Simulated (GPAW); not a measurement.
**Screening of a field by Ta2NS2 MXene monolayer**

How does Ta2NS2 MXene monolayer screen a perpendicular field?

Program: GPAW 26.7.0. Level of theory: GPAW, PAW setups; layer in a repeated cell with vacuum, relaxation of atoms and in-plane cell, in the first sound run; inputs show where later runs differ. Results are calculated unless marked as measured.

**1. The starting structure**

The cell holds 5 atoms: 2 S, 2 Ta and 1 N. Cell: a = 3.155 Å, b = 3.155 Å, c = 24.144 Å, α = 90.0°, β = 90.0°, γ = 120.0°. Vacuum lies along c.

**2. Relaxing the atoms**

Forces are removed first; all later runs use this geometry.

run.py

```python
import json
import numpy as np
from ase import Atoms
from ase.filters import FrechetCellFilter
from ase.optimize import BFGS
from gpaw import GPAW, PW

slab = Atoms(
    ['S', 'Ta', 'N', 'Ta', 'S'],
    positions=[
        [-0.00000, 1.82130, 9.00000],
        [1.57729, 0.91065, 10.82737],
        [0.00000, 0.00000, 12.07208],
        [-0.00000, 1.82130, 13.31679],
        [1.57729, 0.91065, 15.14416]],
    cell=[[3.15458, 0.0, 0.0], [-1.57729, 2.73195, 0.0], [0.0, 0.0, 24.1442]],
    pbc=[True, True, True])

slab.calc = GPAW(mode=PW(600), xc='PBE', kpts={'size': (12, 12, 1), 'gamma': True},
                 occupations={'name': 'fermi-dirac', 'width': 0.05}, nbands='160%',
                 convergence={'density': 1e-05}, maxiter=200,
                 symmetry={'tolerance': 1e-3}, txt='slab.txt')
result = {}
# The in-plane cell is free; stress needs a cell that repeats along all three vectors
path = []
opt = BFGS(FrechetCellFilter(slab, mask=[1, 1, 0, 0, 0, 1]), maxstep=0.2)
opt.attach(lambda: path.append((slab.get_potential_energy(), slab.positions.tolist(), slab.get_forces().tolist())))
result['relaxed'] = bool(opt.run(fmax=0.02, steps=45))
result['path'] = path
result['cell'] = slab.cell.tolist()
print('in-plane lattice', slab.cell.cellpar().round(4)[[0, 1, 5]])
energy = slab.get_potential_energy()
fermi = slab.calc.get_fermi_level()
v = slab.calc.get_electrostatic_potential().mean((0, 1)) - fermi
n = slab.calc.get_pseudo_density().mean((0, 1))
L = slab.cell[2, 2]
z = np.arange(len(v)) * L / len(v)
low, high = slab.positions[:, 2].min(), slab.positions[:, 2].max()
below, above = np.interp([low - 6.8, high + 6.8], z, v)
slopes = [np.interp(x, z, np.gradient(v, z)) for x in (low - 6.8, high + 6.8)]
eps = np.array([[slab.calc.get_eigenvalues(k, s) for k in range(len(slab.calc.get_ibz_k_points()))]
                for s in range(slab.calc.get_number_of_spins())]) - fermi
top, bottom = eps[eps < 0].max(), eps[eps > 0].min()
dipole = slab.get_dipole_moment()[2]
print(f'energy {energy:.4f} eV, Fermi level {fermi:.4f} eV, dipole {dipole:.5f} e A')
print(f'potential 6.8 A off the faces, from the Fermi level: lower {below:.4f} eV, upper {above:.4f} eV')
print(f'slope of the potential there: lower {slopes[0]:.5f}, upper {slopes[1]:.5f} eV/A')
print(f'nearest levels on the mesh: {top:.4f} and {bottom:.4f} eV')
print('magnetic moment', round(slab.get_magnetic_moment(), 3))
result.update(energy=energy, fermi=fermi, dipole=dipole, below=below, above=above, slopes=slopes, edges=[top, bottom],
              z=z.tolist(), v=v.tolist(), n=n.tolist(), positions=slab.positions.tolist(),
              forces=slab.get_forces(apply_constraint=False).tolist(), moments=slab.get_magnetic_moments().tolist())
json.dump(result, open('result.json', 'w'))
```

Launch:

```bash
$ OMP_NUM_THREADS=1 OPENBLAS_NUM_THREADS=1 python run.py
```

The program printed:

```text
Step          Energy          fmax
BFGS:    0      -40.538191        2.241786
BFGS:    1      -40.717963        1.735930
BFGS:    2      -40.874997        1.379991
BFGS:    3      -40.918386        0.842099
BFGS:    4      -40.994778        0.746671
BFGS:    5      -41.163794        1.154906
BFGS:    6      -41.257278        1.119682
BFGS:    7      -41.346767        0.392829
BFGS:    8      -41.358494        0.282600
BFGS:    9      -41.365186        0.203613
BFGS:   10      -41.376770        0.095755
BFGS:   11      -41.378529        0.022153
BFGS:   12      -41.378688        0.001294
in-plane lattice [  3.2959   3.2959 120.    ]
energy -41.3740 eV, Fermi level 0.1523 eV, dipole -0.00068 e A
potential 6.8 A off the faces, from the Fermi level: lower 5.0650 eV, upper 5.0676 eV
slope of the potential there: lower -0.00051, upper -0.00052 eV/A
nearest levels on the mesh: -0.0317 and 0.1488 eV
magnetic moment 0.0
```

Run time: 23 min. Hardware: 1 thread of Arm Neoverse V1, shared host; peak memory 0.51 GiB.

Numbers from this step:

* dipole along the normal: -6.78e-4 e·Å
* levels nearest the Fermi level on the mesh: -0.03169, 0.1488 eV from the Fermi level

Electrostatic potential energy of an electron (without an applied field's), less the Fermi level, planar mean against z:

z (Å), electrostatic potential energy of an electron (without an applied field's), less the Fermi level, planar mean (eV) and a bar from the least value:
```
      0.0        5.1 ##############################
      0.5        5.1 ##############################
      1.0        5.1 ##############################
      1.5        5.1 ##############################
      2.0        5.1 ##############################
      2.5        5.1 ##############################
      3.0        5.1 ##############################
      3.5        5.1 ##############################
      4.0        5.1 ##############################
      4.5        5.1 ##############################
      5.0        5.1 ##############################
      5.5        5.1 ##############################
      6.0        5.1 ##############################
      6.5        5.1 ##############################
      7.0        5.0 ##############################
      7.5        4.9 ##############################
      8.0        4.4 #############################
      8.5        1.7 ##########################
      9.0       -9.2 ##############
      9.5      -15.5 #######
     10.0       -6.3 #################
     10.5      -14.4 ########
     11.0      -22.0 
     11.5      -12.1 ###########
     12.0      -14.0 #########
     12.5      -10.5 #############
     13.0      -20.0 ##
     13.5      -18.3 ####
     14.0       -7.0 #################
     14.5      -11.6 ############
     15.0      -14.1 #########
     15.5       -0.2 ########################
     16.0        4.0 #############################
     16.5        4.8 ##############################
     17.0        5.0 ##############################
     17.5        5.1 ##############################
     18.0        5.1 ##############################
     18.5        5.1 ##############################
     19.0        5.1 ##############################
     19.5        5.1 ##############################
     20.0        5.1 ##############################
     20.5        5.1 ##############################
     21.0        5.1 ##############################
     21.5        5.1 ##############################
     22.0        5.1 ##############################
     22.5        5.1 ##############################
     23.0        5.1 ##############################
     23.5        5.1 ##############################
     24.0        5.1 ##############################
```

Table of pseudo valence density, planar mean by z:

| z (Å) | pseudo valence density, planar mean (e/Å³) |
| --- | --- |
| 6 | 6.8e-5 |
| 7 | 0.00161 |
| 8 | 0.0405 |
| 9 | 0.385 |
| 10 | 0.454 |
| 11 | 1.21 |
| 12 | 0.723 |
| 13 | 1.07 |
| 14 | 0.460 |
| 15 | 0.386 |
| 16 | 0.0633 |
| 17 | 0.00256 |
| 18 | 1.1e-4 |

The relaxation lowered the energy of the cell by 0.846 eV (energies extrapolated to zero smearing; the optimiser's log prints free energies). The largest force left on a free atom is 0.0013 eV/Å.

**3. The slab's potential**

With the geometry fixed, the planar mean of the potential gives the vacuum level on each side.

This step: GPAW, PAW setups; slab in vacuum (GPAW 26.7.0).

The cell differs from the one that the last finished run ended in (c 24.144 → 23.480 Å).

Edit run.py of step 2 so:

```diff
@@ -3,4 +3,2 @@
 from ase import Atoms
-from ase.filters import FrechetCellFilter
-from ase.optimize import BFGS
 from gpaw import GPAW, PW
@@ -10,23 +8,16 @@
     positions=[
-        [-0.00000, 1.82130, 9.00000],
-        [1.57729, 0.91065, 10.82737],
-        [0.00000, 0.00000, 12.07208],
-        [-0.00000, 1.82130, 13.31679],
-        [1.57729, 0.91065, 15.14416]],
-    cell=[[3.15458, 0.0, 0.0], [-1.57729, 2.73195, 0.0], [0.0, 0.0, 24.1442]],
-    pbc=[True, True, True])
+        [-0.00000, 1.90289, 9.00000],
+        [1.64795, 0.95144, 10.59492],
+        [-0.00000, -0.00000, 11.74018],
+        [-0.00000, 1.90289, 12.88544],
+        [1.64795, 0.95144, 14.48036]],
+    cell=[[3.29589, -0.0, 0.0], [-1.64795, 2.85433, 0.0], [0.0, 0.0, 23.4804]],
+    pbc=[True, True, False])
 
-slab.calc = GPAW(mode=PW(600), xc='PBE', kpts={'size': (12, 12, 1), 'gamma': True},
+slab.calc = GPAW(mode=PW(500), xc='PBE', kpts={'size': (12, 12, 1), 'gamma': True},
                  occupations={'name': 'fermi-dirac', 'width': 0.05}, nbands='160%',
                  convergence={'density': 1e-05}, maxiter=200,
+                 poissonsolver={'dipolelayer': 'xy'},
                  symmetry={'tolerance': 1e-3}, txt='slab.txt')
 result = {}
-# The in-plane cell is free; stress needs a cell that repeats along all three vectors
-path = []
-opt = BFGS(FrechetCellFilter(slab, mask=[1, 1, 0, 0, 0, 1]), maxstep=0.2)
-opt.attach(lambda: path.append((slab.get_potential_energy(), slab.positions.tolist(), slab.get_forces().tolist())))
-result['relaxed'] = bool(opt.run(fmax=0.02, steps=45))
-result['path'] = path
-result['cell'] = slab.cell.tolist()
-print('in-plane lattice', slab.cell.cellpar().round(4)[[0, 1, 5]])
 energy = slab.get_potential_energy()
```

The program printed:

```text
energy -40.9358 eV, Fermi level 0.3008 eV, dipole -0.00069 e A
potential 6.8 A off the faces, from the Fermi level: lower 5.0612 eV, upper 5.0736 eV
slope of the potential there: lower -0.00019, upper 0.00019 eV/A
nearest levels on the mesh: -0.0318 and 0.1484 eV
magnetic moment 0.0
```

The job ended after 2 min (1 thread; peak memory 0.28 GiB).

Numbers from this step:

```yaml
dipole_along_the_normal: -6.91e-4 e·Å
levels_nearest_the_fermi_level_on_the_mesh: -0.03182, 0.1484 eV from the Fermi level
upper_work_function: 5.074 eV
lower_work_function: 5.061 eV
```

The electrostatic potential energy of an electron (without an applied field's), less the Fermi level, planar mean oscillates, so the rows of the table below give means over windows of 1.69 Å about each position, cut where the curve ends. Its maxima inside the range that stand out by 2 % of the span (Å: eV): 9.7: -6.30, 11.4: -10.4, 12.1: -10.4, 13.8: -6.29. Its minima: 9.0: -17.7, 10.6: -22.4, 11.7: -14.5, 12.9: -22.4, 14.5: -17.7.

The electrostatic potential energy of an electron (without an applied field's), less the Fermi level, planar mean by z; means over each step:

```
z (Å)  electrostatic potential energy of an electron (without an applied field's), less the Fermi level, planar mean (eV)
 0.84                                                                                                                5.06
 2.54                                                                                                                5.06
 4.23                                                                                                                5.06
 5.92                                                                                                                5.05
 7.61                                                                                                                3.54
 9.30                                                                                                               -10.6
10.99                                                                                                               -16.1
12.68                                                                                                               -15.8
14.37                                                                                                               -9.50
16.05                                                                                                                4.20
17.75                                                                                                                5.07
19.44                                                                                                                5.07
21.12                                                                                                                5.07
22.82                                                                                                                5.07
```

Pseudo valence density, planar mean against z:

z (Å), pseudo valence density, planar mean (e/Å³) and a bar:
```
        5       0.00 
        6       0.00 
        7       0.00 
        8       0.11 ###
        9       0.38 ##########
       10       0.54 ##############
       11       0.83 #####################
       12       0.70 ##################
       13       1.17 ##############################
       14       0.47 ############
       15       0.33 ########
       16       0.02 #
       17       0.00 
       18       0.00
```

The potential is flat to 1.9e-4 eV/Å where it is read, so the vacuum is wide enough.

**4. Field on**

A uniform field along the normal polarises the slab; the atoms stay fixed, so this is the electronic response alone.

Edit run.py of step 3 so:

```diff
@@ -4,2 +4,3 @@
 from gpaw import GPAW, PW
+from gpaw.external import ConstantElectricField
 
@@ -20,2 +21,3 @@
                  poissonsolver={'dipolelayer': 'xy'},
+                 external=ConstantElectricField(-0.2, [0, 0, 1]),
                  symmetry={'tolerance': 1e-3}, txt='slab.txt')
```

The program printed:

```text
energy -40.9434 eV, Fermi level 0.2993 eV, dipole -0.07644 e A
potential 6.8 A off the faces, from the Fermi level: lower 4.3345 eV, upper 5.8048 eV
slope of the potential there: lower -0.00020, upper 0.00019 eV/A
nearest levels on the mesh: -0.0318 and 0.1484 eV
magnetic moment 0.0
```

Elapsed: 7.9 min, on 1 thread; peak memory 0.61 GiB.

Numbers from this step:

- dipole along the normal: -0.07644 e·Å
- levels nearest the Fermi level on the mesh: -0.03183, 0.1484 eV from the Fermi level
- potential below the slab, the applied field's own ramp left out: 4.335 eV from the Fermi level
- potential above the slab, the applied field's own ramp left out: 5.805 eV from the Fermi level

The electrostatic potential energy of an electron (without an applied field's), less the Fermi level, planar mean by z:

z (Å), electrostatic potential energy of an electron (without an applied field's), less the Fermi level, planar mean (eV) and a bar from the least value:
```
      0.0        5.1 #############################
      0.5        4.3 ############################
      1.0        4.3 ############################
      1.5        4.3 ############################
      2.0        4.3 ############################
      2.5        4.3 ############################
      3.0        4.3 ############################
      3.5        4.3 ############################
      4.0        4.3 ############################
      4.5        4.3 ############################
      5.0        4.3 ############################
      5.5        4.3 ############################
      6.0        4.3 ############################
      6.5        4.3 ############################
      7.0        4.3 ############################
      7.5        4.0 ############################
      8.0        2.4 ##########################
      8.5       -4.7 ###################
      9.0      -18.1 ####
      9.5       -8.1 ###############
     10.0      -10.5 ############
     10.5      -22.0 
     11.0      -15.8 #######
     11.5      -11.6 ###########
     12.0      -11.3 ############
     12.5      -16.0 ######
     13.0      -21.3 #
     13.5       -9.4 ##############
     14.0       -7.5 ################
     14.5      -16.9 ######
     15.0       -3.0 #####################
     15.5        3.9 ############################
     16.0        5.4 ##############################
     16.5        5.7 ##############################
     17.0        5.8 ##############################
     17.5        5.8 ##############################
     18.0        5.8 ##############################
     18.5        5.8 ##############################
     19.0        5.8 ##############################
     19.5        5.8 ##############################
     20.0        5.8 ##############################
     20.5        5.8 ##############################
     21.0        5.8 ##############################
     21.5        5.8 ##############################
     22.0        5.8 ##############################
     22.5        5.8 ##############################
     23.0        5.8 ##############################
```

The dipole is now -0.0764 e Å, against -6.9e-4 in the run without a field.

**5. In a field**

Edit run.py of step 4 so:

```diff
@@ -21,3 +21,3 @@
                  poissonsolver={'dipolelayer': 'xy'},
-                 external=ConstantElectricField(-0.2, [0, 0, 1]),
+                 external=ConstantElectricField(-0.1, [0, 0, 1]),
                  symmetry={'tolerance': 1e-3}, txt='slab.txt')
```

The program printed:

```text
energy -40.9377 eV, Fermi level 0.3004 eV, dipole -0.03822 e A
potential 6.8 A off the faces, from the Fermi level: lower 4.7005 eV, upper 5.4356 eV
slope of the potential there: lower -0.00020, upper 0.00019 eV/A
nearest levels on the mesh: -0.0318 and 0.1484 eV
magnetic moment 0.0
```

Wall time 7.6 min (1 thread); peak memory 0.61 GiB.

This step gave:

```yaml
dipole_along_the_normal: -0.03822 e·Å
levels_nearest_the_fermi_level_on_the_mesh: -0.03182, 0.1484 eV from the Fermi level
potential_below_the_slab_the_applied_field_s_own_ramp_left_out: 4.700 eV from the Fermi level
potential_above_the_slab_the_applied_field_s_own_ramp_left_out: 5.436 eV from the Fermi level
```

The electrostatic potential energy of an electron (without an applied field's), less the Fermi level, planar mean oscillates, so the rows of the table below give means over windows of 1.69 Å about each position, cut where the curve ends. Its maxima inside the range that stand out by 2 % of the span (Å: eV): 9.7: -6.49, 11.4: -10.5, 12.1: -10.4, 13.8: -6.09. Its minima: 9.0: -18.0, 10.6: -22.5, 11.7: -14.5, 12.9: -22.3, 14.5: -17.5.

Electrostatic potential energy of an electron (without an applied field's), less the Fermi level, planar mean against z; means over each step:

| z (Å) | electrostatic potential energy of an electron (without an applied field's), less the Fermi level, planar mean (eV) |
| --- | --- |
| 0.84 | 4.74 |
| 2.54 | 4.70 |
| 4.23 | 4.70 |
| 5.92 | 4.69 |
| 7.61 | 3.19 |
| 9.30 | -10.8 |
| 10.99 | -16.1 |
| 12.68 | -15.7 |
| 14.37 | -9.25 |
| 16.05 | 4.55 |
| 17.75 | 5.43 |
| 19.44 | 5.44 |
| 21.12 | 5.44 |
| 22.82 | 5.41 |

The dipole is now -0.0382 e Å, against -6.9e-4 in the run without a field.

**6. Field on**

Edit run.py of step 5 so:

```diff
@@ -21,3 +21,3 @@
                  poissonsolver={'dipolelayer': 'xy'},
-                 external=ConstantElectricField(-0.1, [0, 0, 1]),
+                 external=ConstantElectricField(-0.05, [0, 0, 1]),
                  symmetry={'tolerance': 1e-3}, txt='slab.txt')
```

The program printed:

```text
energy -40.9362 eV, Fermi level 0.3007 eV, dipole -0.01911 e A
potential 6.8 A off the faces, from the Fermi level: lower 4.8838 eV, upper 5.2514 eV
slope of the potential there: lower -0.00020, upper 0.00019 eV/A
nearest levels on the mesh: -0.0318 and 0.1484 eV
magnetic moment 0.0
```

Wall time 7.6 min (1 thread); peak memory 0.61 GiB.

The electrostatic potential energy of an electron (without an applied field's), less the Fermi level, planar mean oscillates, so the rows of the table below give means over windows of 1.69 Å about each position, cut where the curve ends. Its maxima inside the range that stand out by 2 % of the span (Å: eV): 9.7: -6.39, 11.4: -10.5, 12.1: -10.4, 13.8: -6.19. Its minima: 9.0: -17.9, 10.6: -22.5, 11.7: -14.5, 12.9: -22.3, 14.5: -17.6.

The electrostatic potential energy of an electron (without an applied field's), less the Fermi level, planar mean by z; means over each step:

```csv
z (Å),"electrostatic potential energy of an electron (without an applied field's), less the Fermi level, planar mean (eV)"
0.84,4.90
2.54,4.88
4.23,4.88
5.92,4.88
7.61,3.37
9.30,-10.7
10.99,-16.1
12.68,-15.7
14.37,-9.38
16.05,4.37
17.75,5.25
19.44,5.25
21.12,5.25
22.82,5.24
```

**7. In a field**

Edit run.py of step 6 so:

```diff
@@ -21,3 +21,3 @@
                  poissonsolver={'dipolelayer': 'xy'},
-                 external=ConstantElectricField(-0.05, [0, 0, 1]),
+                 external=ConstantElectricField(0.05, [0, 0, 1]),
                  symmetry={'tolerance': 1e-3}, txt='slab.txt')
```

The program printed:

```text
energy -40.9362 eV, Fermi level 0.3007 eV, dipole 0.01911 e A
potential 6.8 A off the faces, from the Fermi level: lower 5.2514 eV, upper 4.8838 eV
slope of the potential there: lower -0.00020, upper 0.00020 eV/A
nearest levels on the mesh: -0.0318 and 0.1484 eV
magnetic moment 0.0
```

Wall time 7.5 min (1 thread); peak memory 0.62 GiB.

[end of part 1 of 2]

[Logs are printed without paths, hosts, clocks, repeated set-up lines and the standing remarks that a program may print on its own settings, such as how far it seeks lower states.]

[Hosts, paths, dates, database ids (printed as entryN), source tags and the programs' standing remarks are cut or masked in the printed files.]
